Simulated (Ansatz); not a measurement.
# G0W0 on several functionals: V2O5 (Pmmn)

Aim: G0W0 for V2O5 (Pmmn) on several starting functionals, at one mesh, band count and screening cutoff.

Method: G0W0 on several functionals, plane waves, PAW, in Ansatz 0.2.0.

## Step 1: Set-up

The structure is orthorhombic, space group Pmmn (No. 59). Conventional cell: a = 3.564 Å, b = 11.512 Å, c = 4.368 Å, α = 90.00°, β = 90.00°, γ = 90.00°. Nearest to V lie 5 O at 1.58 to 2.02 Å. Nearest to O lie 1 V at 1.58 Å. Nearest to O lie 3 V at 1.88 to 2.02 Å. O has 2 V at 1.78 Å nearest. Farther neighbours and most contacts between anions are not listed.

The cell and positions come from the Crystallography Open Database and are kept as given unless a step says otherwise. The default PAW set here is soft_2. Its files were made with PBE.

## Step 2: G0W0 on LDA

Now the one-shot GW correction: screening in the RPA, then the self-energy of the levels asked for.

This step: G0W0 on LDA, plane waves, PAW.

Contents of input.yaml:

```yaml
crystal:
  lattice:
    - [3.564, 0.0, 0.0]
    - [0.0, 11.512, 0.0]
    - [0.0, 0.0, 4.368]
  atoms:
    - { symbol: V, position: [0.0, 0.85118, 0.1083] }
    - { symbol: V, position: [0.0, 0.14882, 0.1083] }
    - { symbol: V, position: [0.5, 0.35118, 0.8917] }
    - { symbol: V, position: [0.5, 0.64882, 0.8917] }
    - { symbol: O, position: [0.0, 0.8543, 0.469] }
    - { symbol: O, position: [0.0, 0.1457, 0.469] }
    - { symbol: O, position: [0.5, 0.3543, 0.531] }
    - { symbol: O, position: [0.5, 0.6457, 0.531] }
    - { symbol: O, position: [0.0, 0.6811, 0.997] }
    - { symbol: O, position: [0.0, 0.3189, 0.997] }
    - { symbol: O, position: [0.5, 0.1811, 0.003] }
    - { symbol: O, position: [0.5, 0.8189, 0.003] }
    - { symbol: O, position: [0.0, 0.0, 0.999] }
    - { symbol: O, position: [0.5, 0.5, 0.001] }
kpoints:
  mp_grid: { grid: [4, 2, 4] }
hamiltonian:
  xc: lda
scf:
  occupations: { method: fixed }
gw:
  n_empty_bands: 982
  ecut_chi: 180.0
  qp_bands: [v4, c4]
  qp_kpoints: band_edges
  screening: { model: contour_deformation }
```

On the command line:

```console
$ ansatz run input.yaml --threads 3 --pin off --max-ram 92160MiB --backend cuda --events-out ev --progress --plain --runs-dir out --devices 1 --max-vram 13GiB  # rebuilt from the run's record
```

Numbers of over 12 decimals in the logs are rounded to 6 here.

The program printed:

```text
GPUs: using 1 of 1 available (devices: 1).
Engine: ansatz 0.2.0, x86_64-unknown-linux-gnu
Pseudopotentials: kind: paw
Pseudopotential: V, paw, valence charge 13, recommended cutoff 420 eV (normal), V.paw.azcp
Pseudopotential: O, paw, valence charge 6, recommended cutoff 420 eV (normal), O.paw.azcp
Functional definition: SPW92
  exchange = slater_x
  correlation = pw_c
device memory: the entry about to start is reckoned to put 3.3 GiB on a device that reports 34.1 GiB free (of which the cap on the GPU budget leaves the run 13.0 GiB)
GPU FFT provider: cuFFT
GPU libraries: cuBLAS 13.8.2, cuFFT 12.4.0, cuSOLVER 12.3.4
Crystal: 14 atoms, lattice volume = 179.214 Å³
Basis set: ecut = 420 eV, 3495 PW (Γ)
Bands: 70, of which v1, the nominal top of the filled ones, is band 56 counted from 1 (55 counted from 0)
Symmetry: 8 space group operations
Space group: Pmmn (ITA 59), of the structure as read, at distance tolerance 5.6e-5 Å
k-points: 18 of 32
Non-local potential: V, projectors of the file, l = 0: 3, l = 1: 2, l = 2: 3, l = 3: 1
Non-local potential: O, projectors of the file, l = 0: 2, l = 1: 2, l = 2: 1
PAW form: soft (Blöchl's): semilocal exchange-correlation on the pseudo side does not see the compensation charge
PAW frozen core: V, regenerated for the run's functional, and the local potential with it (the file was generated under x = pbe(κ = 0.804, μ = 0.219515), c = pbe(β = 0.066725))
PAW frozen core: O, regenerated for the run's functional, and the local potential with it (the file was generated under x = pbe(κ = 0.804, μ = 0.219515), c = pbe(β = 0.066725))
PAW one-centre angular grid: V, 590 points (default); XC on 64 Gauss nodes
PAW one-centre angular grid: O, 110 points (default); XC on 64 Gauss nodes
Initial density: superposition of atomic densities (neutral atoms: chi_scale 0, normalization atom), corrected by the library's trained network
Initial wavefunctions: pseudopotential atomic-orbital guess
GPU buffer pool allocated for 57600 grid points (all kernels)
GPU transforms: local potential and band sums: pruned to the plane-wave sphere, on 24×80×30
Functional: x = slater, c = lda
SCF iter   1: F=—  HF=-17000.978552 eV  |F-HF|=—  |Δ(HF+E_count)|=         —  Δρ=1.84e-2  dr2=5.38e-1  ethr=1.77e-3  ⟨swp⟩=3.7  Hψ=3999  notcnv=0  defer=178
preconditioner: auto → Resta (q_TF=auto, 2.523 Å⁻¹)  ε∞=7.9  [insulator: Δε(μ)=1.598 eV  Ē_g=9.452 eV  n_scr=48 (ndim 8)  ℏωp=24.8 eV  f_vac=0.166  ε∞_Penn≈7.9]
SCF iter   2: F=—  HF=-17000.917581 eV  |F-HF|=—  |Δ(HF+E_count)|=   6.10e-2  Δρ=1.54e-2  dr2=4.22e-1  ethr=4.81e-4  ⟨swp⟩=2.2  Hψ=2104  notcnv=0  defer=216
SCF iter   3: F=—  HF=-17000.868257 eV  |F-HF|=—  |Δ(HF+E_count)|=   4.93e-2  Δρ=5.34e-3  dr2=4.41e-2  ethr=3.77e-4  ⟨swp⟩=2.0  Hψ=1692  notcnv=0  defer=216
SCF iter   4: F=—  HF=-17000.860076 eV  |F-HF|=—  |Δ(HF+E_count)|=   8.18e-3  Δρ=2.20e-3  dr2=1.14e-2  ethr=3.93e-5  ⟨swp⟩=2.0  Hψ=1764  notcnv=0  defer=216
SCF iter   5: F=—  HF=-17000.858144 eV  |F-HF|=—  |Δ(HF+E_count)|=   1.93e-3  Δρ=8.76e-4  dr2=1.28e-3  ethr=1.02e-5  ⟨swp⟩=2.1  Hψ=1513  notcnv=0  defer=216
SCF iter   6: F=—  HF=-17000.857973 eV  |F-HF|=—  |Δ(HF+E_count)|=   1.71e-4  Δρ=3.34e-4  dr2=2.32e-4  ethr=1.14e-6  ⟨swp⟩=2.0  Hψ=1662  notcnv=0  defer=216
SCF iter   7: F=—  HF=-17000.857975 eV  |F-HF|=—  |Δ(HF+E_count)|=   1.80e-6  Δρ=1.90e-4  dr2=7.11e-5  ethr=2.07e-7  ⟨swp⟩=2.0  Hψ=1770  notcnv=0  defer=144
SCF iter   8: F=—  HF=-17000.857980 eV  |F-HF|=—  |Δ(HF+E_count)|=   5.69e-6  Δρ=4.72e-5  dr2=6.04e-6  ethr=6.35e-8  ⟨swp⟩=2.0  Hψ=1781  notcnv=0  defer=144
SCF iter   9: F=—  HF=-17000.857984 eV  |F-HF|=—  |Δ(HF+E_count)|=   3.79e-6  Δρ=2.38e-5  dr2=1.56e-6  ethr=5.40e-9  ⟨swp⟩=2.0  Hψ=1270  notcnv=0  defer=144
SCF iter  10: F=—  HF=-17000.857985 eV  |F-HF|=—  |Δ(HF+E_count)|=   6.12e-7  Δρ=7.80e-6  dr2=1.45e-7  ethr=1.39e-9  ⟨swp⟩=2.0  Hψ=1558  notcnv=0  defer=144
SCF iter  11: F=-17000.857985 eV  HF=-17000.857985 eV  |F-HF|=5.92e-8  |Δ(HF+E_count)|=   2.24e-8  Δρ=6.10e-6  dr2=7.55e-8  ethr=8.93e-11  ⟨swp⟩=8.9  Hψ=3874  notcnv=0
SCF 1 converged in 11 iterations: F = -17000.857985 eV  dr2 = 7.55e-8
  greatest PAW one-centre occupation: 1.000 electrons in one spin orbital (limit 2), on the V atom at site 3 (counted from 0), in its partial waves of l = 0
device memory: the entry about to start is reckoned to put 4.1 GiB (of the 4.2 GiB reckoned in all, the device holds 0.1 GiB already) on a device that reports 34.0 GiB free (of which the cap on the GPU budget leaves the run 12.9 GiB)
NSCF: frozen V_eff on 18 k-points
the band table was solved once the SCF had ended and its energy, with any forces and stress, was formed, with the checks that follow a solve (4728 applications of the Hamiltonian). They found nothing against the state; the energy, forces and stress were not computed again (output.eigenvalues in the input reference)
device memory: the entry about to start is reckoned to put 7.9 GiB on a device that reports 34.3 GiB free (of which the cap on the GPU budget leaves the run 13.0 GiB)
NSCF: frozen V_eff on 18 k-points
G₀W₀ screening: q 1/18
[... further progress lines ...]
SCF converged after 11 iterations
Free energy (F): -17000.857985 eV
Harris-Foulkes:  -17000.857985 eV  (|F-HF|=5.92e-8)
Internal energy: -17000.857985 eV  (E = F + TS)
E sigma→0 (E₀):  -17000.857985 eV
Fermi energy:    3.856133 eV
--- Per-component energies (eV) ---
  E_band       = -1442.349084
  E_kinetic    = 3070.717137
  E_local      = -11268.001242  (includes V_loc(G=0)·N_el)
  E_nonlocal   = 312.761578
  E_hartree    = 4580.349897
  E_xc         = -1233.394945
  E_vxc        = -1580.078533  (∫ρ·V_xc dr)
  E_paw        = -5702.033459  (= ΣΔE_a)
  E_vpaw       = -1138.492123  (= ΣTr[D̂ρ^β])
  E_aug_tail   = 0.025385  (compensation charges beyond the density's cutoff)
  E_ewald      = -6763.636150
  E_core_change = 2.353814  (= ΣΔE_core)
  E_smearing   = -0.000000  (= −TS)
  E_closure    = -0.000000  (closes the sum)
  Σ components = -17000.857985   (vs F -17000.857985, Δ=0.00e0)
--- Band table (eV; the first three rows and the last of 18) ---
  k-point 0: bands = [... 52 lower, 2.9115, 3.0810, 3.1659, 3.2278, 5.5876, 5.7438, 7.0696, 7.1661, ... 10 higher]
  k-point 1: bands = [... 52 lower, 3.0060, 3.2366, 3.3600, 3.4558, 5.6503, 5.8184, 7.1071, 7.1997, ... 10 higher]
  k-point 2: bands = [... 52 lower, 3.1454, 3.4449, 3.5998, 3.7289, 5.7183, 5.8868, 7.1551, 7.2188, ... 10 higher]
  k-point 17: bands = [... 52 lower, 3.7964, 3.7964, 3.8457, 3.8457, 6.2197, 6.2197, 6.8969, 6.8969, ... 10 higher]
--- G₀W₀: contour deformation, 7 samples at zero and on the imaginary axis and 1 off it, 32 q-points, 982 empty bands' worth ---
  eigenvalues of the whole cell's RPA ε∞ on this k-mesh (on a slab, of 1 + 4πα/V) = 3.7343, 5.9373, 6.4571; static W/v taken at q = 0 is 0.190362
  gw.qp_kpoints: band_edges: 18 of 18 stored k-points solved, in 1 pass; an edge of the gap read off the rows below is read off those points alone
    ik  band        ε_KS         Σx   Σc(E_QP)       V_xc       Z   E_QP_lin       E_QP  E_QP is
     0    53      2.9115   -25.2595     4.7939   -20.1158  0.6734     2.5570     2.5618  root
     0    54      3.0810   -25.0866     4.4490   -20.2452  0.6741     2.6833     2.6887  root
     0    55      3.1659   -25.7219     4.8051   -20.5582  0.6750     2.8030     2.8074  root
     0    56      3.2278   -25.5438     4.1442   -21.0556  0.6879     2.8802     2.8837  root
     0    57      5.5876   -15.7530    -7.0827   -24.2846  0.6972     7.1071     7.0365  root
     0    58      5.7438   -16.0528    -6.5759   -24.0273  0.6989     7.2077     7.1424  root
     0    59      7.0696   -16.5731    -7.0356   -24.9082  0.6597     8.4474     8.3691  root
     0    60      7.1661   -16.8584    -6.7316   -24.9138  0.6629     8.5680     8.4899  root
     1    53      3.0060   -25.6156     4.7235   -20.5274  0.6762     2.6365     2.6413  root
     1    54      3.2366   -25.6136     4.5336   -20.7027  0.6783     2.8547     2.8593  root
     1    55      3.3600   -25.6810     4.2763   -21.0597  0.6863     3.0116     3.0151  root
     1    56      3.4558   -25.6765     4.3488   -20.9307  0.6822     3.0540     3.0588  root
     1    57      5.6503   -15.8427    -7.0748   -24.3542  0.6956     7.1579     7.0870  root
     1    58      5.8184   -16.1913    -6.5484   -24.1186  0.6968     7.2628     7.1973  root
     1    59      7.1071   -16.6010    -7.0985   -24.9957  0.6575     8.4828     8.4033  root
     1    60      7.1997   -16.8616    -6.8283   -25.0036  0.6598     8.5924     8.5133  root
     2    53      3.1454   -25.5570     4.6771   -20.5060  0.6757     2.7666     2.7716  root
     2    54      3.4449   -25.7312     4.2599   -21.1377  0.6877     3.1081     3.1113  root
     2    55      3.5998   -25.9149     4.2904   -21.2635  0.6833     3.2350     3.2388  root
     2    56      3.7289   -26.0187     4.2691   -21.3383  0.6878     3.3129     3.3176  root
     2    57      5.7183   -15.9400    -7.0880   -24.4517  0.6937     7.2138     7.1421  root
     2    58      5.8868   -16.3253    -6.4928   -24.1761  0.6952     7.3101     7.2447  root
     2    59      7.1551   -16.6061    -7.2552   -25.1466  0.6530     8.5211     8.4404  root
     2    60      7.2188   -16.8822    -6.8084   -25.0001  0.6594     8.6071     8.5283  root
[...]
17    53      3.7964   -25.6978     4.2826   -21.0652  0.6879     3.4431     3.4464  root
    17    54      3.7964   -25.6978     4.2826   -21.0652  0.6879     3.4431     3.4464  root
    17    55      3.8457   -26.0571     4.3761   -21.2812  0.6896     3.4415     3.4459  root
    17    56      3.8457   -26.0571     4.3761   -21.2812  0.6896     3.4415     3.4459  root
    17    57      6.2197   -16.6365    -6.8544   -24.8612  0.6845     7.6677     7.5900  root
    17    58      6.2197   -16.6365    -6.8544   -24.8612  0.6845     7.6677     7.5900  root
    17    59      6.8969   -16.5280    -7.0775   -25.0003  0.6734     8.3779     8.2917  root
    17    60      6.8969   -16.5280    -7.0775   -25.0003  0.6734     8.3779     8.2917  root
```

Wall time 3.3 min (1 × NVIDIA H100 80GB HBM3 (shared by 6 runs) with 3 threads of AMD EPYC 7R13 (Zen 3), shared host); peak memory 4.9 GiB.

The column dr2 measures how far the density is from self-consistency, as an energy; F and HF (Harris–Foulkes) agree once it is small.

This step gave:

* bands summed: 1038
* RPA ε∞ on this mesh (eigenvalues): 3.734, 5.937, 6.457
* plane waves in the screening matrix: 979
* q-points in the mesh: 32
* G0W0 gap on the mesh: 3.571 eV
* k of the valence top: -0.5, 0, -0.5
* k of the conduction bottom: 0, 0, 0
* starting gap on the mesh: 1.731 eV
* Z at the valence top: 0.6888
* Z at the conduction bottom: 0.6972
* least direct G0W0 gap on the computed points: 3.824 eV

The gap on the mesh goes from 1.73 eV to 3.57 eV, a correction of +1.84 eV. Between the two edge states, bare exchange in place of the xc potential would open the gap by 13.30 eV, and correlation takes back 11.46 eV.

[end of part 1 of 2]

[Paths, hosts, dates, memory and timing lines, banners, echoed tables and standing remarks are left out of the program output.]

[Logs are printed without paths, hosts, clocks, repeated set-up lines and the standing remarks that a program may print on its own settings, such as how far it seeks lower states.]

[Runs of the session that timed out or met a known fault of the program may be left out.]

[Cells called generated may have been cut or substituted from an entry of the Crystallography Open Database or the Materials Project.]

[Hosts, paths, dates, database ids (printed as entryN), source tags and the programs' standing remarks are cut or masked in the printed files.]
